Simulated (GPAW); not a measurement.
# STM contrast on ZrGe2P4 monolayer

Aim: Tersoff-Hamann images of ZrGe2P4 monolayer at several biases.

Main program and level: GPAW 26.7.0; GPAW, PAW setups; layer in a repeated cell with vacuum, relaxation of atoms and in-plane cell, in the first sound run; inputs show where later runs differ.

**1. The structure**

The cell holds 7 atoms: 4 P, 2 Ge and 1 Zr. Its edges and angles: a = 3.580 Å, b = 3.580 Å, c = 27.143 Å, α = 90.0°, β = 90.0°, γ = 120.0°. Vacuum lies along c.

**2. Relaxation**

Forces are removed first; all later runs use this geometry.

Input file run.py:

```python
import json
import numpy as np
from ase import Atoms
from ase.filters import FrechetCellFilter
from ase.optimize import BFGS
from gpaw import GPAW, PW

slab = Atoms(
    ['P', 'Ge', 'P', 'Zr', 'P', 'Ge', 'P'],
    positions=[
        [0.00000, 0.00000, 9.00000],
        [-0.00000, 2.06691, 9.75357],
        [-0.00000, 2.06691, 11.95357],
        [0.00000, 0.00000, 13.57174],
        [-0.00000, 2.06691, 15.18992],
        [-0.00000, 2.06691, 17.38992],
        [0.00000, 0.00000, 18.14349]],
    cell=[[3.58, 0.0, 0.0], [-1.79, 3.10037, 0.0], [0.0, 0.0, 27.1435]],
    pbc=[True, True, True])

slab.calc = GPAW(mode=PW(600), xc='PBE', kpts={'size': (9, 9, 1), 'gamma': True},
                 occupations={'name': 'fermi-dirac', 'width': 0.05}, nbands='200%',
                 convergence={'density': 1e-05}, maxiter=200,
                 symmetry={'tolerance': 1e-3}, txt='slab.txt')
result = {}
# The in-plane cell is free; stress needs a cell that repeats along all three vectors
path = []
opt = BFGS(FrechetCellFilter(slab, mask=[1, 1, 0, 0, 0, 1]), maxstep=0.2)
opt.attach(lambda: path.append((slab.get_potential_energy(), slab.positions.tolist(), slab.get_forces().tolist())))
result['relaxed'] = bool(opt.run(fmax=0.02, steps=45))
result['path'] = path
result['cell'] = slab.cell.tolist()
print('in-plane lattice', slab.cell.cellpar().round(4)[[0, 1, 5]])
energy = slab.get_potential_energy()
fermi = slab.calc.get_fermi_level()
v = slab.calc.get_electrostatic_potential().mean((0, 1)) - fermi
n = slab.calc.get_pseudo_density().mean((0, 1))
L = slab.cell[2, 2]
z = np.arange(len(v)) * L / len(v)
low, high = slab.positions[:, 2].min(), slab.positions[:, 2].max()
below, above = np.interp([low - 6.8, high + 6.8], z, v)
slopes = [np.interp(x, z, np.gradient(v, z)) for x in (low - 6.8, high + 6.8)]
eps = np.array([[slab.calc.get_eigenvalues(k, s) for k in range(len(slab.calc.get_ibz_k_points()))]
                for s in range(slab.calc.get_number_of_spins())]) - fermi
top, bottom = eps[eps < 0].max(), eps[eps > 0].min()
dipole = slab.get_dipole_moment()[2]
print(f'energy {energy:.4f} eV, Fermi level {fermi:.4f} eV, dipole {dipole:.5f} e A')
print(f'potential 6.8 A off the faces, from the Fermi level: lower {below:.4f} eV, upper {above:.4f} eV')
print(f'slope of the potential there: lower {slopes[0]:.5f}, upper {slopes[1]:.5f} eV/A')
print(f'nearest levels on the mesh: {top:.4f} and {bottom:.4f} eV')
print('magnetic moment', round(slab.get_magnetic_moment(), 3))
result.update(energy=energy, fermi=fermi, dipole=dipole, below=below, above=above, slopes=slopes, edges=[top, bottom],
              z=z.tolist(), v=v.tolist(), n=n.tolist(), positions=slab.positions.tolist(),
              forces=slab.get_forces(apply_constraint=False).tolist(), moments=slab.get_magnetic_moments().tolist())
json.dump(result, open('result.json', 'w'))
```

Run with:

```sh
> OMP_NUM_THREADS=1 OPENBLAS_NUM_THREADS=1 python run.py
```

Output:

```text
Step          Energy          fmax
BFGS:    0      -38.109303        3.446963
BFGS:    1      -38.678897        2.790863
BFGS:    2      -39.613292        0.936668
BFGS:    3      -39.648404        0.685308
BFGS:    4      -39.764833        0.481930
BFGS:    5      -39.804308        0.387857
BFGS:    6      -39.824945        0.284585
BFGS:    7      -39.830078        0.151286
BFGS:    8      -39.831506        0.034414
BFGS:    9      -39.831619        0.007516
in-plane lattice [  3.7364   3.7364 120.    ]
energy -39.8298 eV, Fermi level -0.4709 eV, dipole 0.00148 e A
potential 6.8 A off the faces, from the Fermi level: lower 5.5840 eV, upper 5.5845 eV
slope of the potential there: lower -0.00022, upper -0.00006 eV/A
nearest levels on the mesh: -0.0943 and 0.1356 eV
magnetic moment 0.0
```

Elapsed: 10 min, on 1 thread of AMD EPYC 9R14 (Zen 4), shared host; peak memory 0.7 GiB.

This step gave:

```yaml
dipole_along_the_normal: 0.001481 e·Å
levels_nearest_the_fermi_level_on_the_mesh: -0.09430, 0.1356 eV from the Fermi level
```

The electrostatic potential energy of an electron (without an applied field's), less the Fermi level, planar mean oscillates, so the rows of the table below give means over windows of 1.78 Å about each position, cut where the curve ends. Its maxima inside the range that stand out by 2 % of the span (Å: eV): 9.2: -9.71, 10.9: 2.59, 12.7: -4.88, 14.4: -4.88, 16.2: 2.59, 18.0: -9.71. Its minima: 8.7: -12.3, 9.7: -13.1, 12.1: -10.2, 13.6: -16.3, 15.0: -10.2, 17.5: -13.1, 18.4: -12.3.

Electrostatic potential energy of an electron (without an applied field's), less the Fermi level, planar mean against z; means over each step:

| z (Å) | electrostatic potential energy of an electron (without an applied field's), less the Fermi level, planar mean (eV) |
| --- | --- |
| 0.89 | 5.58 |
| 2.67 | 5.58 |
| 4.45 | 5.58 |
| 6.23 | 5.50 |
| 8.01 | -1.92 |
| 9.79 | -7.97 |
| 11.57 | -3.04 |
| 13.35 | -10.1 |
| 15.13 | -4.98 |
| 16.91 | -4.83 |
| 18.69 | -5.64 |
| 20.47 | 5.28 |
| 22.25 | 5.58 |
| 24.03 | 5.58 |
| 25.81 | 5.58 |

The pseudo valence density, planar mean oscillates, so the rows of the table below give means over windows of 1 Å about each position, cut where the curve ends. Its maxima inside the range that stand out by 2 % of the span (Å: e/Å³): 9.2: 0.412, 10.2: 0.219, 13.6: 0.894, 17.0: 0.219, 18.0: 0.412. Its minima: 9.8: 0.0823, 10.9: 0.121, 16.3: 0.121, 17.3: 0.0823.

Table of pseudo valence density, planar mean by z; means over each step:

| z (Å) | pseudo valence density, planar mean (e/Å³) |
| --- | --- |
| 5 | 6.3e-5 |
| 6 | 0.00113 |
| 7 | 0.0196 |
| 8 | 0.166 |
| 9 | 0.332 |
| 10 | 0.162 |
| 11 | 0.146 |
| 12 | 0.260 |
| 13 | 0.507 |
| 14 | 0.580 |
| 15 | 0.277 |
| 16 | 0.156 |
| 17 | 0.157 |
| 18 | 0.322 |
| 19 | 0.193 |
| 20 | 0.0286 |
| 21 | 0.00169 |
| 22 | 9.5e-5 |
| 23 | 5.4e-6 |

The relaxation lowered the energy of the cell by 1.73 eV (energies extrapolated to zero smearing; the optimiser's log prints free energies). The largest force left on a free atom is 0.0075 eV/Å.

**3. The slab's potential**

With the geometry fixed, the planar mean of the potential gives the vacuum level on each side.

This step: GPAW, PAW setups; slab in vacuum (GPAW 26.7.0).

The cell differs from the one that the last finished run ended in (c 27.143 → 27.749 Å).

Input file run.py:

```python
import json
import numpy as np
from ase import Atoms
from ase.dft.stm import STM
from gpaw import GPAW, PW

slab = Atoms(
    ['P', 'Ge', 'P', 'Zr', 'P', 'Ge', 'P'],
    positions=[
        [0.00000, 0.00000, 9.00000],
        [-0.00000, 2.15720, 10.03934],
        [-0.00000, 2.15720, 12.38629],
        [0.00000, 0.00000, 13.87462],
        [-0.00000, 2.15720, 15.36297],
        [-0.00000, 2.15720, 17.70991],
        [0.00000, 0.00000, 18.74926]],
    cell=[[3.73638, 0.0, 0.0], [-1.86819, 3.2358, 0.0], [0.0, 0.0, 27.7493]],
    pbc=[True, True, False])

slab.calc = GPAW(mode=PW(400), xc='PBE', kpts={'size': (9, 9, 1), 'gamma': True},
                 occupations={'name': 'fermi-dirac', 'width': 0.05}, nbands='200%',
                 convergence={'density': 1e-05}, maxiter=200,
                 poissonsolver={'dipolelayer': 'xy'},
                 symmetry={'tolerance': 1e-3}, txt='slab.txt')
result = {}
energy = slab.get_potential_energy()
fermi = slab.calc.get_fermi_level()
v = slab.calc.get_electrostatic_potential().mean((0, 1)) - fermi
n = slab.calc.get_pseudo_density().mean((0, 1))
L = slab.cell[2, 2]
z = np.arange(len(v)) * L / len(v)
low, high = slab.positions[:, 2].min(), slab.positions[:, 2].max()
below, above = np.interp([low - 6.8, high + 6.8], z, v)
slopes = [np.interp(x, z, np.gradient(v, z)) for x in (low - 6.8, high + 6.8)]
eps = np.array([[slab.calc.get_eigenvalues(k, s) for k in range(len(slab.calc.get_ibz_k_points()))]
                for s in range(slab.calc.get_number_of_spins())]) - fermi
top, bottom = eps[eps < 0].max(), eps[eps > 0].min()
dipole = slab.get_dipole_moment()[2]
print(f'energy {energy:.4f} eV, Fermi level {fermi:.4f} eV, dipole {dipole:.5f} e A')
print(f'potential 6.8 A off the faces, from the Fermi level: lower {below:.4f} eV, upper {above:.4f} eV')
print(f'slope of the potential there: lower {slopes[0]:.5f}, upper {slopes[1]:.5f} eV/A')
print(f'nearest levels on the mesh: {top:.4f} and {bottom:.4f} eV')
print('magnetic moment', round(slab.get_magnetic_moment(), 3))
result.update(energy=energy, fermi=fermi, dipole=dipole, below=below, above=above, slopes=slopes, edges=[top, bottom],
              z=z.tolist(), v=v.tolist(), n=n.tolist(), positions=slab.positions.tolist(),
              forces=slab.get_forces(apply_constraint=False).tolist(), moments=slab.get_magnetic_moments().tolist())

# Images need the states of the whole zone, up to time reversal
slab.calc = slab.calc.fixed_density(symmetry={'point_group': False}, txt='states.txt', nbands='290%',
                                    convergence={'bands': 'CBM+1.8'})
stm = STM(slab)
result['stm'] = []
for bias in [-2.0, -1.0, 1.5]:
    height = high + 3.0
    current = stm.get_averaged_current(bias, height)
    x, y, h = stm.scan(bias, current)
    i, f = divmod(height / L * stm.ldos.shape[2], 1)
    I = abs((1 - f) * stm.ldos[:, :, int(i)] + f * stm.ldos[:, :, int(i) + 1])
    print(f'bias {bias} V: mean current at 3.0 A {current:.4e}, corrugation {np.ptp(h):.4f} A')
    result['stm'].append(dict(bias=bias, current=current, h=(h - high).tolist(), I=I.tolist()))
json.dump(result, open('result.json', 'w'))
```

Output:

```text
energy -39.7539 eV, Fermi level -0.5827 eV, dipole 0.00079 e A
potential 6.8 A off the faces, from the Fermi level: lower 5.5773 eV, upper 5.5920 eV
slope of the potential there: lower -0.00009, upper 0.00009 eV/A
nearest levels on the mesh: -0.0948 and 0.1358 eV
magnetic moment 0.0
bias -2.0 V: mean current at 3.0 A 1.4063e-04, corrugation 0.5354 A
bias -1.0 V: mean current at 3.0 A 6.7364e-05, corrugation 0.5003 A
bias 1.5 V: mean current at 3.0 A 2.1989e-05, corrugation 0.2483 A
```

The job ended after 2.5 min (1 thread; peak memory 0.63 GiB).

Numbers from this step:

```
dipole along the normal                    : 7.88e-4 e·Å
levels nearest the Fermi level on the mesh : -0.09480, 0.1358 eV from the Fermi level
upper work function                        : 5.592 eV
lower work function                        : 5.577 eV
corrugation -2                             : 0.5354 Å
corrugation -1                             : 0.5003 Å
corrugation 1.5                            : 0.2483 Å
```

The electrostatic potential energy of an electron (without an applied field's), less the Fermi level, planar mean oscillates, so the rows of the table below give means over windows of 1.73 Å about each position, cut where the curve ends. Its maxima inside the range that stand out by 2 % of the span (Å: eV): 9.5: -9.70, 11.3: 2.60, 13.0: -4.88, 14.7: -4.88, 16.5: 2.61, 18.2: -9.69. Its minima: 9.1: -12.2, 10.0: -13.1, 12.4: -10.1, 13.9: -16.3, 15.4: -10.1, 17.8: -13.1, 18.6: -12.2.

Electrostatic potential energy of an electron (without an applied field's), less the Fermi level, planar mean against z; means over each step:

| z (Å) | electrostatic potential energy of an electron (without an applied field's), less the Fermi level, planar mean (eV) |
| --- | --- |
| 0.86 | 5.58 |
| 2.59 | 5.58 |
| 4.32 | 5.58 |
| 6.05 | 5.56 |
| 7.78 | 2.90 |
| 9.51 | -10.8 |
| 11.24 | -0.561 |
| 12.97 | -8.89 |
| 14.70 | -9.24 |
| 16.43 | -0.580 |
| 18.16 | -10.8 |
| 19.89 | 2.42 |
| 21.62 | 5.57 |
| 23.35 | 5.59 |
| 25.08 | 5.59 |
| 26.81 | 5.59 |

The pseudo valence density, planar mean oscillates, so the rows of the table below give means over windows of 1 Å about each position, cut where the curve ends. Its maxima inside the range that stand out by 2 % of the span (Å: e/Å³): 9.5: 0.413, 10.4: 0.209, 13.9: 0.893, 17.3: 0.209, 18.2: 0.413. Its minima: 10.2: 0.103, 11.1: 0.123, 16.7: 0.123, 17.6: 0.103.

Pseudo valence density, planar mean against z; means over each step:

| z (Å) | pseudo valence density, planar mean (e/Å³) |
| --- | --- |
| 5 | 2.7e-5 |
| 6 | 4.6e-4 |
| 7 | 0.00864 |
| 8 | 0.105 |
| 9 | 0.297 |
| 10 | 0.213 |
| 11 | 0.150 |
| 12 | 0.221 |
| 13 | 0.379 |
| 14 | 0.686 |
| 15 | 0.318 |
| 16 | 0.190 |
| 17 | 0.160 |
| 18 | 0.264 |
| 19 | 0.250 |
| 20 | 0.0620 |
| 21 | 0.00422 |
| 22 | 2.3e-4 |
| 23 | 1.3e-5 |

Tip height over the top atom over a1 and a2. Sample bias -2 V, constant current at the mean current 3.0 Å over the top atom.

Ten even steps from '_' (2.71 Å) to '@' (3.24 Å):
```
@@@@%%%%##++==--::::--==++##%%%%@@@@
@@%%%%##**==--::..::--==**##%%%%@@@@
%%%%##**==--::....::--==**##%%%%%%%%
####**==--::..__..::--==**####%%%%%%
**++==--::..____..::--==++**########
++==--::..______..::--==++++******++
----::..________..::----====++++====
::::..............::::--------------
::::::::::::::::::::::::::::::::::::
::--------------::::..............::
--============----::....____....::--
++++******++++==--::..______..::--==
**########**++==--::..____..::--==++
##%%%%%%####**++--::......::--++**##
%%%%%%%%%%##**++--::....::--++**##%%
@@@@@@%%%%##**==--::..::--==**##%%%%
@@@@@@%%%%##++==--::::--==++##%%%%@@
@@@@@@%%##**++--::::::--++**##%%@@@@
```
Columns: a1 from 0 to 0.944; rows upwards: a2 from 0 to 0.944.

Local density of states summed over the bias window over a1 and a2. Sample bias -2 V, constant height 3.0 Å over the top atom.

Values in units of 1e-4 arbitrary, 12 rows by 16 columns, each cell a mean:
```
2.8 2.6 2.3 1.9 1.6 1.2 1.0 0.9 0.9 1.1 1.3 1.7 2.0 2.4 2.7 2.8
2.5 2.2 1.9 1.6 1.3 1.0 0.9 0.8 0.9 1.1 1.4 1.7 2.1 2.4 2.5 2.6
1.9 1.7 1.4 1.2 1.0 0.8 0.8 0.8 0.9 1.1 1.4 1.6 1.9 2.1 2.1 2.1
1.5 1.3 1.1 0.9 0.8 0.8 0.7 0.8 0.9 1.1 1.3 1.5 1.6 1.7 1.7 1.6
1.1 1.0 0.9 0.8 0.8 0.8 0.8 0.8 0.9 1.0 1.1 1.2 1.2 1.3 1.2 1.2
0.9 0.9 0.9 0.9 0.9 0.9 0.9 0.9 0.9 0.9 1.0 1.0 1.0 1.0 1.0 1.0
1.0 1.1 1.1 1.2 1.2 1.1 1.1 1.0 0.9 0.9 0.8 0.8 0.8 0.8 0.9 0.9
1.3 1.4 1.5 1.5 1.5 1.3 1.2 1.1 0.9 0.8 0.8 0.8 0.8 0.9 1.0 1.1
1.8 2.0 2.0 2.0 1.8 1.6 1.4 1.1 0.9 0.8 0.8 0.8 0.9 1.1 1.3 1.6
2.3 2.4 2.4 2.2 2.0 1.7 1.4 1.1 0.9 0.9 0.9 1.0 1.2 1.4 1.7 2.0
2.8 2.8 2.7 2.4 2.0 1.7 1.3 1.1 0.9 0.9 1.0 1.2 1.5 1.9 2.3 2.6
3.0 2.9 2.6 2.3 1.9 1.5 1.2 1.0 0.9 1.0 1.2 1.5 1.8 2.2 2.6 2.8
```
Columns: a1 from 0 to 0.944; rows upwards: a2 from 0 to 0.944.

Tip height over the top atom over a1 and a2. Sample bias -1 V, constant current at the mean current 3.0 Å over the top atom.

Ten even steps from '_' (2.73 Å) to '@' (3.23 Å):
```
@@@@%%####++==::::::::==++####%%@@@@
@@%%%%##**==--::..::--==**##%%%%@@@@
%%####**==--::....::--==**####%%%%%%
####**==--::..__..::--==**######%%##
**++==--::..____..::--==++**########
++==--::..______..::--==++++******++
--::::..________..::::--============
::::..............::::::----------::
::::::::::::::::::::::::::::::::::::
::::----------::::::..............::
--============--::::..________..::::
++++******++++==--::..______..::--==
**########**++==--::..____..::--==++
####%%######**==--::..__..::--==**##
%%%%%%%%####**==--::....::--==**####
@@@@@@%%%%##**==--::..::--==**##%%%%
@@@@@@%%####++==::::::::==++####%%@@
@@@@@@%%##**++--::::::--++**##%%@@@@
```
Columns: a1 from 0 to 0.944; rows upwards: a2 from 0 to 0.944.

Local density of states summed over the bias window over a1 and a2. Sample bias -1 V, constant height 3.0 Å over the top atom.

Ten even steps from '0' (0.38 × 1e-4 arbitrary) to '9' (1.35 × 1e-4 arbitrary):
```
997643210012346799
876532100012356789
765321000012356777
543210000012345666
432100000012344554
221000000012233333
110000000011222222
100000000011111111
000000000000000000
111111111000000000
122222211000000001
233333221000000012
445544321000000123
566654321000001234
777765321000012356
898765321000123567
999764321001234679
998754211011245789
```
Columns: a1 from 0 to 0.944; rows upwards: a2 from 0 to 0.944.

(Part 1 of 2 ends here.)

[Logs are printed without paths, hosts, clocks, repeated set-up lines and the standing remarks that a program may print on its own settings, such as how far it seeks lower states.]

[Hosts, paths, dates, database ids (printed as entryN), source tags and the programs' standing remarks are cut or masked in the printed files.]
